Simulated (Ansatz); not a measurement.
## GaAgMo in the AlB2 type: lattice stability ahead of a resistivity run

The plan: relax GaAgMo in the AlB2 type, check its phonons, and, if the lattice is stable, compute its Eliashberg function and ρ(T).

Main program and level: Ansatz 0.2.0; DFT PBE, scalar-relativistic, plane waves, PAW; PAW set soft_1.

Most raw output is cut from this account.

The structure was built from a prototype and need not be the compound's stable phase.

## Step 1: The structure

Symmetry: P-6m2, No. 187, hexagonal system. Conventional cell: a = 3.861 Å, b = 3.861 Å, c = 4.054 Å, α = 90.00°, β = 90.00°, γ = 120.00°. Nearest to Mo lie 6 Ga at 3.01 Å and 6 Ag at 3.01 Å. Ga has 3 Ag at 2.23 Å and 6 Mo at 3.01 Å nearest. Nearest to Ag lie 3 Ga at 2.23 Å and 6 Mo at 3.01 Å. Farther neighbours are not listed.

## Step 2: Rough relaxation

Large forces or a large pressure at the start call for a first relaxation with loose thresholds.

Input file input.yaml:

```yaml
crystal:
  lattice:
    - [3.86086, 0.0, 0.0]
    - [-1.93043, 3.3436, 0.0]
    - [0.0, 0.0, 4.0539]
  atoms:
    - { symbol: Mo, position: [0.0, 0.0, 0.0] }
    - { symbol: Ga, position: [0.33333333, 0.66666667, 0.5] }
    - { symbol: Ag, position: [0.66666667, 0.33333333, 0.5] }
kpoints:
  mp_grid: { grid: [6, 6, 6] }
hamiltonian:
  xc: pbe
  pseudopotentials: { kind: paw, azcp: { folder: soft_1 } }
scf:
  occupations: { method: gaussian, width: 0.1 }
output:
  forces: true
  stress: true
  eigenvalues: true
relax:
  adjacent_minimum: "off"
  f_tol: 0.05
  max_steps: 80
  cell: { stress_tol: 0.5 }
```

Run with:

```
$ ansatz run input.yaml --threads 4 --pin off --max-ram 12288MiB --backend cpu --events-out ev --progress --plain --runs-dir out
```

The job ended after 16 s (4 threads of Arm Neoverse V2, shared host; peak memory 0.41 GiB; 59 s of CPU time).

Relaxation path:

| step | energy less that of the first step (eV) | largest force component (eV/Å) | pressure (GPa) | volume (Å³) |
| --- | --- | --- | --- | --- |
| 1 | 0.0000 | 0.0000 | 8.25 | 52.33 |
| 2 | -0.6217 | 0.0000 | 2.34 | 52.77 |
| 3 | -1.0239 | 0.0000 | 1.22 | 51.85 |
| 4 | -1.3477 | 0.0000 | 0.92 | 50.81 |
| 5 | -1.6244 | 0.0000 | 1.44 | 49.69 |
| 6 | -1.9555 | 0.0000 | 1.62 | 48.64 |
| 7 | -2.1783 | 0.0000 | 3.93 | 47.32 |
| 8 | -2.2068 | 0.0000 | -2.01 | 48.88 |
| 9 | -2.2167 | 0.0000 | -0.03 | 48.31 |
| 10* | -2.2326 | 0.0000 | 0.60 | 48.31 |
| 11 | -2.2331 | 0.0000 | 0.05 | 48.49 |
| 12* | -2.2332 | 0.0000 | 0.05 | 48.49 |

Relaxation steps marked * repeat the geometry before them on a plane-wave basis chosen anew for their cell, so energy and pressure can jump there.

The run keeps the 12 symmetry operations that it works with, so distortions that break them were not tested.

| cell as run | before | after | change |
| --- | --- | --- | --- |
| a (Å) | 3.861 | 4.456 | +15.4 % |
| b (Å) | 3.861 | 4.456 | +15.4 % |
| c (Å) | 4.054 | 2.819 | -30.5 % |
| volume (Å³/atom) | 17.44 | 16.16 | -7.4 % |

Final coordinates:

```
Mo Ga Ag
1.0
     4.45629    0.00000    0.00000
    -2.22815    3.85926    0.00000
     0.00000    0.00000    2.81926
Mo Ga Ag
1 1 1
Direct
  0.00000 0.00000 0.00000
  0.33333 0.66667 0.50000
  0.66667 0.33333 0.50000
```

This step gave:

```
pressure          : 0.04888 GPa
volume per atom   : 16.16 Å³/atom
metallic on mesh  : yes
gap on the k-mesh : 0 eV
```

The largest force is now zero by symmetry and the largest stress component 0.084 GPa.

## Step 3: Relaxation

Lattice constant and positions set the bands and the force constants, so the cell is relaxed first.

input.yaml, the sections that differ from step 2:

```yaml
crystal:
  lattice:
    - [4.4562901976, 0.0, 0.0]
    - [-2.2281450988, 3.8592605177, 0.0]
    - [0.0, 0.0, 2.8192578191]
  atoms:
    - { symbol: Mo, position: [0.0, 0.0, 0.0] }
    - { symbol: Ga, position: [0.3333333333, 0.6666666667, 0.5] }
    - { symbol: Ag, position: [0.6666666667, 0.3333333333, 0.5] }
kpoints:
  mp_grid: { grid: [9, 9, 10] }
relax:
  adjacent_minimum: "off"
  f_tol: 0.005
  max_steps: 80
  cell: { stress_tol: 0.05 }
# hamiltonian, scf, output: as in step 2
```

It took 10 s on 4 threads; peak memory 0.47 GiB; 39 s of CPU time.

Little changed from the start: no atom moved by 0.005 Å and no cell edge by 0.1 %.

This step gave:

```
pressure        : -0.02120 GPa
volume per atom : 16.17 Å³/atom
```

The largest force is now zero by symmetry and the largest stress component 0.022 GPa.

## Step 4: Tight relaxation

No force is left; the cell is relaxed once more with another smearing and tight thresholds.

input.yaml, the sections that differ from step 3:

```yaml
crystal:
  lattice:
    - [4.458797696, 0.0, 0.0]
    - [-2.229398848, 3.8614320751, 0.0]
    - [0.0, 0.0, 2.8171903954]
  atoms:
    - { symbol: Mo, position: [0.0, 0.0, 0.0] }
    - { symbol: Ga, position: [0.3333333333, 0.6666666667, 0.5] }
    - { symbol: Ag, position: [0.6666666667, 0.3333333333, 0.5] }
scf:
  occupations: { method: methfessel_paxton, width: 0.2 }
relax:
  adjacent_minimum: "off"
  f_tol: 0.001
  max_steps: 60
  cell: { stress_tol: 0.01 }
# kpoints, hamiltonian, output: as in step 3
```

Wall time 12 s (4 threads); peak memory 0.46 GiB; 44 s of CPU time.

Little changed from the start: no atom moved by 0.005 Å and no cell edge by 0.1 %.

This step gave:

```
pressure        : -2.82e-5 GPa
volume per atom : 16.16 Å³/atom
```

The largest force is now zero by symmetry and the largest stress component 3.5e-4 GPa, small enough for phonons.

## Step 5: Phonons: q 2×2×2, k 4×4×6

Couplings are defined for a stable lattice alone, so phonons come first.

Input file input.yaml:

```yaml
crystal:
  lattice:
    - [4.4575314515, 0.0, 0.0]
    - [-2.2287657258, 3.8603354752, 0.0]
    - [0.0, 0.0, 2.8178219623]
  atoms:
    - { symbol: Mo, position: [0.0, 0.0, 0.0] }
    - { symbol: Ga, position: [0.3333333333, 0.6666666667, 0.5] }
    - { symbol: Ag, position: [0.6666666667, 0.3333333333, 0.5] }
kpoints:
  mp_grid: { grid: [4, 4, 6] }
hamiltonian:
  xc: pbe
  pseudopotentials: { kind: paw, azcp: { folder: soft_1 } }
scf:
  occupations: { method: methfessel_paxton, width: 0.2 }
output:
  eigenvalues: true
phonons:
  method: dfpt
  qmesh: [2, 2, 2]
  temperatures: { t_max: 1000, t_step: 50 }
  qpath:
    path:
      - [[0.0, 0.0, 0.0], [0.5, 0.0, 0.0], [0.33333333, 0.33333333, 0.0], [0.0, 0.0, 0.0], [0.0, 0.0, 0.5], [0.5, 0.0, 0.5], [0.33333333, 0.33333333, 0.5], [0.0, 0.0, 0.5]]
      - [[0.5, 0.0, 0.5], [0.5, 0.0, 0.0]]
      - [[0.33333333, 0.33333333, 0.5], [0.33333333, 0.33333333, 0.0]]
    npoints: 10
```

Elapsed: 31 s, on 4 threads; peak memory 0.56 GiB; 2 min of CPU time.

Numbers from this step:

- share of imaginary modes in the plain interpolation between solved wavevectors: 0.0635
- highest frequency, solved or plainly interpolated: 231.8 cm⁻¹

Solved on the 2×2×2 mesh alone; all other wavevectors are interpolated. Phonon branches along the path, in cm⁻¹:

| point | branch 1 | branch 2 | branch 3 | branch 4 | branch 5 | branch 6 | branch 7 | branch 8 | branch 9 |
| --- | --- | --- | --- | --- | --- | --- | --- | --- | --- |
| Γ | 0 | 0 | 0 | 58 | 130 | 170 | 170 | 218 | 218 |
| halfway | 32 | 40 | 58 | 93 | 121 | 142 | 146 | 215 | 227 |
| M | 40 | 44 | 81 | 101 | 106 | 126 | 160 | 195 | 232 |
| halfway | 47 | 51 | 81 | 92 | 103 | 118 | 172 | 196 | 228 |
| K | 52 | 66 | 74 | 82 | 99 | 115 | 187 | 192 | 223 |
| halfway | 37 | 45 | 59 | 102 | 119 | 134 | 145 | 215 | 226 |
| Γ | 0 | 0 | 0 | 58 | 130 | 170 | 170 | 218 | 218 |
| halfway | -64 | 55 | 55 | 101 | 143 | 153 | 153 | 211 | 211 |
| A | -127 | 100 | 100 | 119 | 119 | 130 | 179 | 205 | 205 |
| halfway | -112 | 92 | 123 | 134 | 140 | 141 | 178 | 199 | 209 |
| L | -91 | 85 | 140 | 140 | 150 | 158 | 184 | 192 | 212 |
| halfway | -90 | 90 | 140 | 144 | 149 | 163 | 183 | 184 | 217 |
| H | -88 | 94 | 140 | 148 | 151 | 168 | 173 | 185 | 220 |
| halfway | -107 | 92 | 128 | 136 | 142 | 146 | 179 | 195 | 211 |
| A | -127 | 100 | 100 | 119 | 119 | 130 | 179 | 205 | 205 |
| jump to L | -91 | 85 | 140 | 140 | 150 | 158 | 184 | 192 | 212 |
| halfway | -12 | 71 | 106 | 119 | 135 | 138 | 167 | 194 | 224 |
| M | 40 | 44 | 81 | 101 | 106 | 126 | 160 | 195 | 232 |
| jump to H | -88 | 94 | 140 | 148 | 151 | 168 | 173 | 185 | 220 |
| halfway | -24 | 93 | 102 | 112 | 120 | 149 | 184 | 185 | 222 |
| K | 52 | 66 | 74 | 82 | 99 | 115 | 187 | 192 | 223 |

Lowest modes at the softest wavevector of the mesh. Modes at q = (0.000, 0.000, 0.500), with each element's share of the kinetic energy (negative means imaginary):

| mode | frequency (cm⁻¹) | Mo % | Ga % | Ag % |
| --- | --- | --- | --- | --- |
| 1 | -127.1 | 100 | 0 | 0 |
| 2 | 99.9 | 0 | 39 | 61 |
| 3 | 99.9 | 0 | 39 | 61 |
| 4 | 118.9 | 100 | 0 | 0 |
| 5 | 118.9 | 100 | 0 | 0 |
| 6 | 130.4 | 0 | 73 | 27 |

Displacements in mode 1 (-127.1 cm⁻¹), the largest set to 1, in the home cell:
```
Mo1 0.00 0.00 1.00
Ga2 0.00 0.00 0.00
Ag3 0.00 0.00 0.00
```

Displacements in mode 5 (118.9 cm⁻¹), the largest set to 1, in the home cell:
```
Mo1 1.00 0.00 0.00
Ga2 0.00 0.00 0.00
Ag3 0.00 0.00 0.00
```

Among the solved wavevectors the lowest mode, translations apart, is -127 cm⁻¹, imaginary.

## Step 6: Phonons: q 3×3×2, k 6×6×8

An imaginary mode on so few k-points may come from the sampling, so the phonons are repeated with another q and k mesh.

Changes to input.yaml since step 5:

```diff
@@ -10,3 +10,3 @@
 kpoints:
-  mp_grid: { grid: [4, 4, 6] }
+  mp_grid: { grid: [6, 6, 8] }
 hamiltonian:
@@ -20,3 +20,3 @@
   method: dfpt
-  qmesh: [2, 2, 2]
+  qmesh: [3, 3, 2]
   temperatures: { t_max: 1000, t_step: 50 }
```

Elapsed: 2 min, on 4 threads; peak memory 0.71 GiB.

Numbers from this step:

```yaml
share_of_imaginary_modes_in_the_plain_interpolation_between_solved_wavevectors: 0.0581
highest_frequency_solved_or_plainly_interpolated: 231.1 cm⁻¹
```

Solved on the 3×3×2 mesh alone; all other wavevectors are interpolated. The phonon branches at the labelled points (cm⁻¹):

| point | branch 1 | branch 2 | branch 3 | branch 4 | branch 5 | branch 6 | branch 7 | branch 8 | branch 9 |
| --- | --- | --- | --- | --- | --- | --- | --- | --- | --- |
| Γ | 0 | 0 | 0 | 63 | 127 | 164 | 164 | 217 | 217 |
| halfway | 38 | 44 | 66 | 95 | 119 | 145 | 147 | 213 | 225 |
| M | 42 | 53 | 80 | 103 | 112 | 126 | 163 | 196 | 231 |
| halfway | 49 | 60 | 78 | 96 | 103 | 115 | 176 | 197 | 228 |
| K | 57 | 71 | 77 | 84 | 90 | 107 | 189 | 195 | 225 |
| halfway | 44 | 48 | 66 | 100 | 116 | 140 | 147 | 212 | 226 |
| Γ | 0 | 0 | 0 | 63 | 127 | 164 | 164 | 217 | 217 |
| halfway | -66 | 70 | 70 | 104 | 143 | 167 | 167 | 212 | 212 |
| A | -129 | 98 | 98 | 133 | 170 | 170 | 180 | 207 | 207 |
| halfway | -105 | 92 | 123 | 140 | 154 | 168 | 184 | 199 | 209 |
| L | -77 | 85 | 135 | 138 | 153 | 166 | 183 | 190 | 212 |
| halfway | -79 | 89 | 134 | 141 | 147 | 173 | 181 | 182 | 216 |
| H | -80 | 92 | 132 | 145 | 147 | 171 | 179 | 179 | 218 |
| halfway | -99 | 92 | 127 | 141 | 149 | 170 | 184 | 195 | 211 |
| A | -129 | 98 | 98 | 133 | 170 | 170 | 180 | 207 | 207 |
| jump to L | -77 | 85 | 135 | 138 | 153 | 166 | 183 | 190 | 212 |
| halfway | 29 | 75 | 108 | 121 | 135 | 142 | 167 | 193 | 224 |
| M | 42 | 53 | 80 | 103 | 112 | 126 | 163 | 196 | 231 |
| jump to H | -80 | 92 | 132 | 145 | 147 | 171 | 179 | 179 | 218 |
| halfway | -19 | 86 | 107 | 110 | 123 | 143 | 183 | 188 | 222 |
| K | 57 | 71 | 77 | 84 | 90 | 107 | 189 | 195 | 225 |

Lowest modes at the softest wavevector of the mesh. Modes at q = (0.000, 0.000, 0.500), with each element's share of the kinetic energy (negative means imaginary):

| mode | frequency (cm⁻¹) | Mo % | Ga % | Ag % |
| --- | --- | --- | --- | --- |
| 1 | -129.0 | 100 | 0 | 0 |
| 2 | 97.6 | 0 | 39 | 61 |
| 3 | 97.6 | 0 | 39 | 61 |
| 4 | 133.4 | 0 | 73 | 27 |
| 5 | 169.7 | 100 | 0 | 0 |
| 6 | 169.7 | 100 | 0 | 0 |

Displacements in mode 1 (-129.0 cm⁻¹), the largest set to 1, in the home cell:
```
Mo1 0.00 0.00 1.00
Ga2 0.00 0.00 0.00
Ag3 0.00 0.00 0.00
```

Displacements in mode 5 (169.7 cm⁻¹), the largest set to 1, in the home cell:
```
Mo1 1.00 0.00 0.00
Ga2 0.00 0.00 0.00
Ag3 0.00 0.00 0.00
```

The modes has structure finer than the step of the table below, so its rows give means over 20 cm⁻¹, whole bins alone (the curve runs from -138 to 248 cm⁻¹). Peaks (cm⁻¹: height): Ag 87.5: 0.0250, 136.1: 0.0235, 179.8: 0.0152, 216.3: 0.0245; Ga 55.9: 0.0122, 85.1: 0.0220, 104.5: 0.014, 136.1: 0.0260, 213.9: 0.0324; Mo -77.7: 0.0113, 55.9: 0.0107, 165.3: 0.0408.

Phonopy on the run's constants, 15x15x21 mesh, Gaussian sigma 2.8 cm⁻¹. Modes against wavenumber; means over each step; values in 1/cm⁻¹/cell:

| wavenumber (cm⁻¹) | Ag | Ga | Mo |
| --- | --- | --- | --- |
| -120 | 4.4e-5 | 1.5e-5 | 0.00148 |
| -100 | 2.8e-4 | 7.6e-5 | 0.00374 |
| -80 | 9.8e-4 | 1.3e-4 | 0.00845 |
| -60 | 6.6e-4 | 1.0e-4 | 0.00522 |
| -40 | 4.4e-4 | 9.4e-5 | 0.00308 |
| -20 | 1.6e-4 | 5.7e-5 | 0.00105 |
| 0 | 1.2e-4 | 5.3e-5 | 5.6e-4 |
| 20 | 0.00100 | 5.3e-4 | 0.00264 |
| 40 | 0.00376 | 0.00451 | 0.00572 |
| 60 | 0.0101 | 0.00991 | 0.00756 |
| 80 | 0.0208 | 0.0160 | 0.00647 |
| 100 | 0.0155 | 0.0127 | 0.00954 |
| 120 | 0.0201 | 0.0159 | 0.0199 |
| 140 | 0.0193 | 0.0214 | 0.0200 |
| 160 | 0.00969 | 0.0107 | 0.0327 |
| 180 | 0.0111 | 0.00914 | 0.0135 |
| 200 | 0.0137 | 0.0211 | 0.00457 |
| 220 | 0.0211 | 0.0265 | 0.00359 |

No LO-TO term; unit eigenvectors of the mass-weighted matrix. The modes at Γ (shares of kinetic energy by element, %):

| mode | frequency (cm⁻¹) | symmetry | Mo % | Ga % | Ag % |
| --- | --- | --- | --- | --- | --- |
| 1 | 0.0 | unnamed | 35 | 25 | 39 |
| 2 | 0.0 | unnamed | 35 | 25 | 39 |
| 3 | 0.0 | unnamed | 35 | 25 | 39 |
| 4 | 63.1 | A2'' | 1 | 66 | 33 |
| 5 | 126.6 | A2'' | 64 | 8 | 28 |
| 6 | 164.5 | E' | 64 | 20 | 15 |
| 7 | 164.5 | E' | 64 | 20 | 15 |
| 8 | 217.2 | E' | 1 | 54 | 45 |
| 9 | 217.2 | E' | 1 | 54 | 45 |

Displacements in mode 4 (63.1 cm⁻¹), the largest set to 1:
```
Mo1  0.00  0.00 -0.09
Ga2  0.00  0.00  1.00
Ag3  0.00  0.00 -0.56
```

Displacements in mode 5 (126.6 cm⁻¹), the largest set to 1:
```
Mo1  0.00  0.00  1.00
Ga2  0.00  0.00 -0.42
Ag3  0.00  0.00 -0.62
```

Among the solved wavevectors the lowest mode, translations apart, is -129 cm⁻¹, imaginary.

## Step 7: Coupling and resistivity: q 3×3×2, k 6×6×8, scattering 8×8×12

Phonons, couplings and the Boltzmann equation in one run.

Changes to input.yaml since step 6:

```diff
@@ -28 +28,4 @@
     npoints: 10
+  electrical_resistivity:
+    mesh: [8, 8, 12]
+    temperatures: [20.0, 50.0, 77.0, 100.0, 150.0, 200.0, 300.0, 400.0, 600.0, 800.0]
```

Elapsed: 2.6 min, on 4 threads; peak memory 0.73 GiB.

The run ended with an error.

The program's message: “electrical resistivity: the mode of lowest frequency at the wavevector [0.0000, 0.0000, -0.5000] is imaginary, -128.99 cm⁻¹ (written negative): the force constants describe an unstable lattice; relax …”

The run stops because a mode is imaginary on the scattering mesh, where no scattering rate is defined; denser k meshes, other smearings and, between solved wavevectors, finer q meshes show whether the instability is real.

## Step 8: Summary of results

| Item | Value |
| --- | --- |
| phonon run of the rows without a label of their own | PBE, q 3×3×2, k 6×6×8 |
| softest mode on the q mesh | -129 cm⁻¹ at q = (0, 0, 0.5) |
| highest frequency, solved or plainly interpolated | 231 cm⁻¹ |

The lattice is dynamically unstable at this level: a mode at q = (0, 0, 0.5) is imaginary, 129i cm⁻¹, so no harmonic coupling constant or resistivity is defined for this structure. These meshes are coarse, and single modes of a metal can move by tens of cm⁻¹ with the k mesh. The phonon runs are not spin-polarised. The structure was built by hand as an ordered model, and its stability against other phases was not tested.

[Logs are printed without paths, hosts, clocks, repeated set-up lines and the standing remarks that a program may print on its own settings, such as how far it seeks lower states.]

[Hosts, paths, dates, database ids (printed as entryN), source tags and the programs' standing remarks are cut or masked in the printed files.]
